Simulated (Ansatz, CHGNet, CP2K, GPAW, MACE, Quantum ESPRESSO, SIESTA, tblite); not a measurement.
**Running phosphorene, 3 layers, N on P sites (72 atoms) with GPAW**

How do the settings of GPAW change the result for phosphorene, 3 layers, N on P sites (72 atoms)? A plane-wave run serves as the yardstick.

Method: the method is named at each step, in GPAW 26.7.0.

### 1. Set-up

The cell holds 72 atoms: 48 P and 24 N. Its edges and angles: a = 10.340 Å, b = 9.102 Å, c = 29.176 Å, α = 90.0°, β = 90.0°, γ = 90.0°. It derives from P (phosphorene). 3 layers of phosphorene (a = 3.314 Å), 3 x 2 cells, biaxial strain +4 %, every second layer slid by 0.500 of a1; facing planes 3.38, 3.4 Å apart; 16 Å of vacuum; 24 of 72 P replaced by N at random; displaced by a Gaussian of 0.02 Å. Then every atom was moved at random, 0.02 Å r.m.s. a Cartesian component. Regions: layer 1, 24 atoms (18 P and 6 N); layer 2, 24 atoms (9 N and 15 P); layer 3, 24 atoms (9 N and 15 P). Vacuum lies along c.

The yardstick, on the same geometry:

- method: Kohn-Sham DFT, PBE, SSSP efficiency 1.3.0 pseudopotentials, plane waves (Quantum ESPRESSO 7.5); sssp-pbe-1.3.0-efficiency, cutoffs 60/480 Ry, Γ point
- r.m.s. force component: 1.577 eV/Å
- longest force: 3.849 eV/Å
- time: 43 min on 1 thread of Arm Neoverse V1, shared host
- CPU time: 43 min

### 2. PBE, LCAO dzp, h 0.18 Å

Method: Kohn-Sham DFT, PBE, PAW, atomic orbitals (dzp).

run.py reads:

```python
import numpy as np
from ase.io import read
from gpaw import GPAW, FermiDirac

atoms = read("structure.xyz")
atoms.calc = GPAW(
    mode="lcao",
    basis="dzp",
    h=0.18,
    xc="PBE",
    kpts={"size": (1, 1, 1), "gamma": True},
    occupations=FermiDirac(0.05),
    maxiter=200,
    symmetry={"point_group": False},
    txt="gpaw.txt",
)
energy = atoms.get_potential_energy(force_consistent=True)
forces = atoms.get_forces()
print(f"energy {energy:.6f} eV")
print("forces (eV/A)")
for i, (a, f) in enumerate(zip(atoms, forces)):
    print(f"{i:4d} {a.symbol:2s} {f[0]:10.5f} {f[1]:10.5f} {f[2]:10.5f}")
print(f"Fermi level {atoms.calc.get_fermi_level():.4f} eV")
for k in range(len(atoms.calc.get_ibz_k_points())):
    for s in range(atoms.calc.get_number_of_spins()):
        e = atoms.calc.get_eigenvalues(kpt=k, spin=s)
        n = np.searchsorted(e, atoms.calc.get_fermi_level())
        print(f"k {k} spin {s} levels about the Fermi level:", np.round(e[max(n - 6, 0):n], 4).tolist(), "|", np.round(e[n:n + 6], 4).tolist())
```

structure.xyz reads:

```xyz
72
Lattice="10.33970 0.00000 0.00000 0.00000 9.10210 0.00000 0.00000 0.00000 29.17600" Properties=species:S:1:pos:R:3 pbc="T T T"
P 10.28604 0.38311 10.15208
P 0.00507 8.71808 8.00619
N 1.77016 1.89160 10.17484
P 1.73707 2.64725 7.93237
P 10.32295 4.88728 10.12378
P 10.32688 4.15138 7.96913
P 1.75765 6.44192 10.13691
P 1.77047 7.22898 7.98372
P 3.45522 0.31612 10.14362
P 3.45584 8.72855 7.96913
P 5.18825 1.93656 10.17163
P 5.19963 2.64816 7.97555
P 3.45770 4.98413 10.12874
N 3.50288 4.25287 8.02282
N 5.15610 6.46832 10.12932
P 5.15827 7.23408 8.01873
P 6.89337 0.36882 10.14537
P 6.84860 8.75822 7.94521
N 8.65309 1.93383 10.14187
P 8.67025 2.64680 7.95775
P 6.91147 4.92214 10.12028
N 6.85667 4.19816 8.01115
N 8.56375 6.48179 10.08614
P 8.60790 7.17901 7.98926
N 1.69581 0.36845 15.62608
N 1.76954 8.68413 13.54087
P 3.41407 1.89797 15.71303
N 3.44302 2.68648 13.51724
P 1.68796 4.88801 15.69756
P 1.72849 4.20890 13.50732
P 3.47455 6.46149 15.69231
P 3.40114 7.15753 13.52278
N 5.14989 0.35935 15.65176
P 5.15558 8.72982 13.45831
P 6.86939 1.92983 15.64767
P 6.91137 2.63879 13.48515
P 5.18856 4.92169 15.68473
P 5.18919 4.15556 13.54029
N 6.89493 6.40997 15.60303
P 6.91147 7.19166 13.50586
N 8.61049 0.33814 15.66226
P 8.59498 8.73874 13.49944
P 10.33360 1.91981 15.67685
P 0.01675 2.63469 13.50528
N 8.62745 4.94417 15.69844
N 8.62434 4.19188 13.49565
P 10.32812 6.48525 15.65030
N 10.29131 7.19994 13.56480
N 10.28914 0.35389 21.15785
P 0.01127 8.75267 19.06652
N 1.74896 1.91035 21.17361
P 1.71691 2.68002 19.00379
P 0.01375 4.94417 21.19461
P 0.03650 4.23484 19.08606
N 1.74214 6.49717 21.19782
P 1.74638 7.17318 19.03938
[... 12 atom lines left out ...]
P 6.87528 4.91595 21.17098
N 6.89100 4.16649 19.09423
P 8.61266 6.48461 21.16164
N 8.60811 7.21123 19.07031
```

The run is started by

```bash
> OMP_NUM_THREADS=1 python run.py > output.txt
```

The log of the run:

```text
energy -352.818168 eV
forces (eV/A)
   0 P     0.17372    2.59399   -0.07052
   1 P    -0.23070    0.01614    0.36165
   2 N    -0.25926   -1.87388   -2.75044
   3 P     1.20625    0.95595    2.71477
   4 P    -0.85958    1.34162   -0.13712
   5 P     0.33357   -0.04593    0.43662
   6 P    -0.41127   -0.14455   -0.43452
   7 P    -0.51784   -0.15872    0.32340
   8 P    -0.98399    1.87143   -0.13936
   9 P     0.22020    0.20923    0.58575
  10 P    -0.19149   -0.46778   -0.71358
  11 P     0.11023    2.88007    0.80729
  12 P     1.66953    0.19927   -2.16269
  13 N    -0.15681   -1.99499    2.23800
  14 N    -0.06517   -1.90537   -2.41979
  15 P     0.02387   -0.75836    2.16845
  16 P     1.12794    1.36283   -0.47809
  17 P     0.45523   -0.28783    0.82080
  18 N     0.06430   -2.11355   -2.72530
  19 P    -1.64481    0.42418    2.50506
  20 P    -0.04545    2.08968   -2.46942
  21 N     0.13820   -1.82016    2.62646
  22 N    -0.15928   -2.12847   -2.52499
  23 P    -0.11598   -0.19284    2.30372
[...]
64 P     0.21833    2.42256    0.13149
  65 P     0.98404   -1.26283    0.01863
  66 N    -0.16672   -2.05611   -3.00658
  67 P    -1.17812    1.02213    2.68563
  68 P    -1.03650    0.80288   -2.26789
  69 N    -0.18969   -1.79350    2.25238
  70 P    -0.06851   -0.00158   -2.43817
  71 N     0.05788    2.00039    2.47630
Fermi level -0.8270 eV
k 0 spin 0 levels about the Fermi level: [-1.6495, -1.6374, -1.5972, -1.3494, -1.2004, -1.0352] | [-0.6191, -0.4271, -0.3802, -0.3332, -0.2069, -0.1886]
```

gpaw.txt:

```text
Input parameters:
  mode=LCAO(),
  basis={'default': 'dzp'},
  h=0.18,
  kpts=MonkhorstPack(size=(1, 1, 1), gamma=True),
  maxiter=200,
  occupations=Occupations(name='fermi-dirac', width=0.05, fixmagmom=False),
  symmetry=Symmetry(point_group=False),
  xc=XC(name='PBE')
Unit cell  # Å
| periodic |         x |        y |         z |   lengths |    angles |
|----------|-----------|----------|-----------|-----------|-----------|
|      yes | 10.339700 | 0.000000 |  0.000000 | 10.339700 | 90.000000 |
|      yes |  0.000000 | 9.102100 |  0.000000 |  9.102100 | 90.000000 |
|      yes |  0.000000 | 0.000000 | 29.176000 | 29.176000 | 90.000000 |
Number of symmetries: 1
Symmetry operations  # r_c * U_cc + t_c -> r_c
|   | kind |            matrix            |
|---|------|------------------------------|
| 0 |  E   |  1, 0, 0,  0, 1, 0,  0, 0, 1 |
BZ-sampling:
  Number of BZ points: 1
  Number of IBZ points: 1
  Monkhorst-Pack size: [1, 1, 1]
  Monkhorst-Pack shift: [0, 0, 0]
[... lines left out ...]
  Fermi-Dirac:
[... lines left out ...]
    Stencil: 6*3+1=19 point O(h^6) finite-difference Laplacian
xc functional:
  name: PBE with 2 nearest neighbor stencil
interpolation: tri-quintic # 5. degree polynomial
Initialization done in: 11.294 s
convergence criteria:
- Maximum [total energy] change in last 3 cyles: 0.0005 eV / valence electron
- Maximum integral of absolute [dens]ity change: 0.0001 electrons / valence electron
- Maximum integral of absolute [eigenst]ate change: 4e-08 eV^2 / valence electron
maximum number of iterations: 200
SCF iterations
|iter     |      energy | eigst |  dens |
|---------|-------------|-------|-------|
|iter:   1| -369.455985 |      c|       |
|iter:   2| -361.826939 |      c| -0.87 |
|iter:   3| -364.076770 |      c| -0.96 |
|iter:   4| -360.460484 |      c| -1.08 |
[...]
|iter:   9| -353.076715 |      c| -1.67 |
|iter:  10| -352.992182 |      c| -1.88 |
|iter:  11| -352.900618c|      c| -2.02 |
|iter:  12| -352.853093c|      c| -2.21 |
|iter:  13| -352.838161c|      c| -2.44 |
[...]
|iter:  21| -352.809761c|      c| -3.55 |
|iter:  22| -352.809710c|      c| -3.82 |
|iter:  23| -352.809724c|      c| -4.06c|
Converged in 23 steps
SCF loop duration: 155.384 s (6.756 s/step)
Energy contributions relative to reference atoms: (reference = -482101.171719)
Energy contributions:
  Kinetic:        -161.505588
  Coulomb:          30.872516
  Zero:              4.379536
  External:          0.000000
  Xc:             -226.547745
  Entropy:          -0.016887
  Spinorbit:         0.000000
  ----------------------------
  Free energy:    -352.818168
  Extrapolated:   -352.809724
dipole moment: (46.071794, 12.975631, -0.841625)  # |e|*Ang
Fermi level: -0.827
Eigenvalues  # (at kpt = [0.000, 0.000, 0.000])
| band index |      eig [eV] | occ [0-2] |
|------------|---------------|-----------|
|          0 |       -15.295 |     2.000 |
|        ... |               |           |
|        172 |        -1.743 |     2.000 |
|        173 |        -1.702 |     2.000 |
[...]
|        187 |        -0.035 |     0.000 |
|        ... |               |           |
|        219 |         1.421 |     0.000 |
Gap: 0.416 eV
Transition (v -> c):
  (s=0, k=0, n=179, [0.00, 0.00, 0.00]) -> (s=0, k=0, n=180, [0.00, 0.00, 0.00])
No difference between direct/indirect transitions
Force computation time: 11.486  # s
timing:  # [seconds]
  Total:  178.185  # ━━━━━━━━━━━━━━━━━━━━━━━━━━━━━━━━━━━━━━━━━━━━━━━━━━━━━━━━
  Init:    11.293  # ━━━╸
  SCF:    155.384  # ━━━━━━━━━━━━━━━━━━━━━━━━━━━━━━━━━━━━━━━━━━━━━━━━━
  Forces:  11.486  # ━━━╸
```

It took 3 min on 1 thread of Arm Neoverse V1, shared host; peak memory 1.9 GiB.

Banners, paths, timers and routine set-up lines are dropped from the logs unmarked, and long logs keep their key lines alone; longer cuts are marked.

Numbers from this run, and their distance from the reference:

* r.m.s. force component: 1.517 eV/Å
* r.m.s. difference of force components: 125.2 meV/Å
* longest difference of force vectors: 315.1 meV/Å
* force difference over r.m.s. force: 7.941 %
* slope of forces against the reference's: 0.9597
* correlation of force components: 0.9975
* gap (highest filled to lowest empty level): 0.4161 eV

Length of the force difference by element (eV/Å):

```
element  atoms  mean  most
      N     24  0.16  0.24
      P     48  0.23  0.32
```

Levels nearest the highest filled one (eV from it): -0.61, -0.60, -0.56, -0.31, -0.17, 0.00, 0.42, 0.61, 0.66, 0.70, 0.83, 0.85.

A closer look about P27, picked at random: 12 atoms, nearest first, numbered in the order of the input, with positions taken from that point.

```
atom      x      y      z  distance (Å)     Fx     Fy  Fz (eV/Å)
 P27   0.00   0.00   0.00          0.00  -0.04  -2.37      -2.55
 N25  -1.72  -1.53  -0.09          2.30   0.25   2.28      -2.21
 N33   1.74  -1.54  -0.06          2.32  -0.03   2.33      -2.54
 N28   0.03   0.79  -2.20          2.33   0.12   1.67       2.64
 P43  -3.42   0.02  -0.04          3.42   0.02  -2.72      -0.41
 P29  -1.73   2.99  -0.02          3.45   0.17   0.52      -0.64
 P35   3.46   0.03  -0.07          3.46   0.17  -2.60      -0.12
 P37   1.77   3.02  -0.03          3.51   1.41   1.24      -0.14
 N26  -1.64  -2.32  -2.17          3.58   0.08  -1.71       2.45
 P38   1.78   2.26  -2.17          3.60  -1.39  -1.02      -0.04
 P30  -1.69   2.31  -2.21          3.61   1.09  -1.43       0.39
 P34   1.74  -2.27  -2.25          3.64  -0.08  -0.17       2.49
```

Atoms are counted from 1 here, from 0 in the log.

Forces lie 7.9 % from the reference's, at 0.070 times its CPU time.

### 3. PBE, grid h 0.2 Å

Method: Kohn-Sham DFT, PBE, PAW, finite differences on a real-space grid.

Changes to run.py since step 2:

```diff
@@ -3,2 +3,3 @@
 from gpaw import GPAW, FermiDirac
+from ase.parallel import parprint as print
 
@@ -6,5 +7,4 @@
 atoms.calc = GPAW(
-    mode="lcao",
-    basis="dzp",
-    h=0.18,
+    mode="fd",
+    h=0.2,
     xc="PBE",
@@ -14,2 +14,3 @@
     symmetry={"point_group": False},
+    nbands=216,
     txt="gpaw.txt",
```

structure.xyz is that of step 2.

The run is started by

```bash
> OMP_NUM_THREADS=1 mpirun -np 4 gpaw python run.py > output.txt
```

The log of the run:

```text
energy -366.483009 eV
forces (eV/A)
   0 P     0.12947    2.67345   -0.31817
   1 P    -0.22948   -0.12990    0.49911
   2 N    -0.15335   -2.20745   -2.96175
   3 P     1.11301    1.09088    2.77698
   4 P    -0.79610    1.44952   -0.34667
   5 P     0.30072   -0.22385    0.57438
[...]
69 N    -0.13995   -2.12495    2.24492
  70 P    -0.05941   -0.17263   -2.55677
  71 N    -0.12975    2.33223    2.52565
Fermi level -0.9562 eV
k 0 spin 0 levels about the Fermi level: [-1.7709, -1.7471, -1.7066, -1.4637, -1.3109, -1.1477] | [-0.765, -0.5697, -0.5327, -0.4816, -0.3525, -0.3261]
```

gpaw.txt:

```text
Input parameters:
  mode=FD(),
  h=0.2,
  kpts=MonkhorstPack(size=(1, 1, 1), gamma=True),
  maxiter=200,
  nbands=216,
  occupations=Occupations(name='fermi-dirac', width=0.05, fixmagmom=False),
[... lines left out ...]
  Converge bands: occupied
[... lines left out ...]
  Fermi-Dirac:
[... lines left out ...]
convergence criteria:
- Maximum [total energy] change in last 3 cyles: 0.0005 eV / valence electron
[... lines left out ...]
Converged in 31 steps
[... lines left out ...]
  Free energy:    -366.483009
[... lines left out ...]
Fermi level: -0.956
[... lines left out ...]
|        ... |               |           |
|        172 |        -1.851 |     2.000 |
|        173 |        -1.811 |     2.000 |
[...]
|        187 |        -0.180 |     0.000 |
|        ... |               |           |
|        215 |         1.159 |     0.000 |
Gap: 0.383 eV
Transition (v -> c):
  (s=0, k=0, n=179, [0.00, 0.00, 0.00]) -> (s=0, k=0, n=180, [0.00, 0.00, 0.00])
No difference between direct/indirect transitions
Force computation time: 2.850  # s
```

Elapsed: 4.6 min, on 4 MPI ranks; peak memory 3.8 GiB; 18 min of CPU time.

Numbers from this run, and their distance from the reference:

```yaml
r_m_s_force_component: 1.607 eV/Å
r_m_s_difference_of_force_components: 84.21 meV/Å
longest_difference_of_force_vectors: 318.5 meV/Å
force_difference_over_r_m_s_force: 5.34 %
slope_of_forces_against_the_reference_s: 1.018
correlation_of_force_components: 0.9988
spacing_of_highest_filled_and_lowest_empty_level: 0.3827 eV
```

Against the first run (7.9 %), the force difference from the reference is 5.3 %, at 6.1 times the CPU time (on 4 against 1 cores).

The difference per atom is largest on N (0.25 eV/Å on average, against 0.021 on P). The forces add up to 1.1 eV/Å instead of zero, usually a sign of too coarse a grid.

### 4. LDA, LCAO dzp, h 0.18 Å

Method: Kohn-Sham DFT, LDA, PAW, atomic orbitals (dzp).

Changes to run.py since step 3:

```diff
@@ -3,3 +3,2 @@
 from gpaw import GPAW, FermiDirac
-from ase.parallel import parprint as print
 
@@ -7,5 +6,6 @@
 atoms.calc = GPAW(
-    mode="fd",
-    h=0.2,
-    xc="PBE",
+    mode="lcao",
+    basis="dzp",
+    h=0.18,
+    xc="LDA",
     kpts={"size": (1, 1, 1), "gamma": True},
@@ -14,3 +14,2 @@
     symmetry={"point_group": False},
-    nbands=216,
     txt="gpaw.txt",
```

structure.xyz is that of step 3.

The run is started by

```bash
> OMP_NUM_THREADS=1 python run.py > output.txt
```

The log of the run:

```text
energy -389.627169 eV
forces (eV/A)
   0 P     0.15759    2.70639   -0.15730
   1 P    -0.22573   -0.03583    0.56399
   2 N    -0.25979   -1.97672   -2.86821
   3 P     1.21731    1.02199    2.96892
   4 P    -0.89068    1.38495   -0.21741
   5 P     0.31049   -0.11814    0.64105
   6 P    -0.37295   -0.18833   -0.51863
   7 P    -0.49717   -0.07928    0.54534
   8 P    -1.01058    1.91924   -0.22347
   9 P     0.21853    0.13133    0.78637
  10 P    -0.17532   -0.49645   -0.77916
  11 P     0.13012    2.99092    1.02729
  12 P     1.69378    0.29291   -2.28958
  13 N    -0.15668   -2.07865    2.45945
  14 N    -0.09771   -2.00022   -2.56071
  15 P     0.01218   -0.68245    2.44143
  16 P     1.14297    1.42555   -0.54268
  17 P     0.42685   -0.32798    1.01373
  18 N     0.06628   -2.21225   -2.84862
  19 P    -1.64066    0.50687    2.76010
  20 P    -0.04040    2.18599   -2.58825
  21 N     0.13265   -1.93573    2.84008
  22 N    -0.16810   -2.21527   -2.69284
  23 P    -0.10141   -0.15752    2.57747
[...]
64 P     0.21686    2.51623   -0.10403
  65 P     1.01729   -1.32552    0.11892
  66 N    -0.14797   -2.19370   -3.20480
  67 P    -1.20453    1.06498    2.79734
  68 P    -1.09048    0.87864   -2.54836
  69 N    -0.19197   -1.92507    2.43474
  70 P    -0.06163   -0.02990   -2.71567
  71 N     0.05933    2.13563    2.67690
Fermi level -1.0444 eV
k 0 spin 0 levels about the Fermi level: [-1.8569, -1.8276, -1.7953, -1.5409, -1.3913, -1.2186] | [-0.8699, -0.69, -0.6334, -0.5848, -0.4701, -0.4586]
```

gpaw.txt:

```text
Input parameters:
  mode=LCAO(),
  basis={'default': 'dzp'},
  h=0.18,
  kpts=MonkhorstPack(size=(1, 1, 1), gamma=True),
  maxiter=200,
  occupations=Occupations(name='fermi-dirac', width=0.05, fixmagmom=False),
  symmetry=Symmetry(point_group=False),
  xc=XC(name='LDA')
Unit cell  # Å
| periodic |         x |        y |         z |   lengths |    angles |
[... lines left out ...]
  Fermi-Dirac:
[... lines left out ...]
convergence criteria:
- Maximum [total energy] change in last 3 cyles: 0.0005 eV / valence electron
[... lines left out ...]
Converged in 19 steps
[... lines left out ...]
  Free energy:    -389.627169
  Extrapolated:   -389.612860
dipole moment: (46.033576, 12.855071, -0.877286)  # |e|*Ang
Fermi level: -1.044
Eigenvalues  # (at kpt = [0.000, 0.000, 0.000])
| band index |      eig [eV] | occ [0-2] |
|------------|---------------|-----------|
|          0 |       -15.404 |     2.000 |
|        ... |               |           |
|        172 |        -1.939 |     2.000 |
|        173 |        -1.903 |     2.000 |
[...]
|        187 |        -0.306 |     0.000 |
|        ... |               |           |
|        219 |         1.163 |     0.000 |
Gap: 0.349 eV
Transition (v -> c):
  (s=0, k=0, n=179, [0.00, 0.00, 0.00]) -> (s=0, k=0, n=180, [0.00, 0.00, 0.00])
No difference between direct/indirect transitions
Force computation time: 11.527  # s
timing:  # [seconds]
  Total:  128.774  # ━━━━━━━━━━━━━━━━━━━━━━━━━━━━━━━━━━━━━━━━━━━━━━━━━━━━━━━━
  Init:     8.984  # ━━━━
  SCF:    108.239  # ━━━━━━━━━━━━━━━━━━━━━━━━━━━━━━━━━━━━━━━━━━━━━━━
  Forces:  11.527  # ━━━━━
```

Elapsed: 2.2 min, on 1 thread; peak memory 1.9 GiB.

Against the reference:

```yaml
r_m_s_force_component: 1.61 eV/Å
r_m_s_difference_of_force_components: 95.77 meV/Å
longest_difference_of_force_vectors: 276 meV/Å
force_difference_over_r_m_s_force: 6.073 %
slope_of_forces_against_the_reference_s: 1.019
correlation_of_force_components: 0.9984
spacing_of_highest_filled_and_lowest_empty_level: 0.3487 eV
```

Against the first run (7.9 %), the force difference from the reference is 6.1 %, at 0.72 times the CPU time; another functional landing nearer a PBE reference means that errors partly cancel.

(Part 1 of 2 ends here.)

[Also dropped from logs without a mark: logging warnings of Python, and SIESTA's first energy breakdown and zero terms.]

[Logs are printed without paths, hosts, clocks, repeated set-up lines and the standing remarks that a program may print on its own settings, such as how far it seeks lower states.]

[Hosts, paths, dates, database ids (printed as entryN), source tags and the programs' standing remarks are cut or masked in the printed files.]
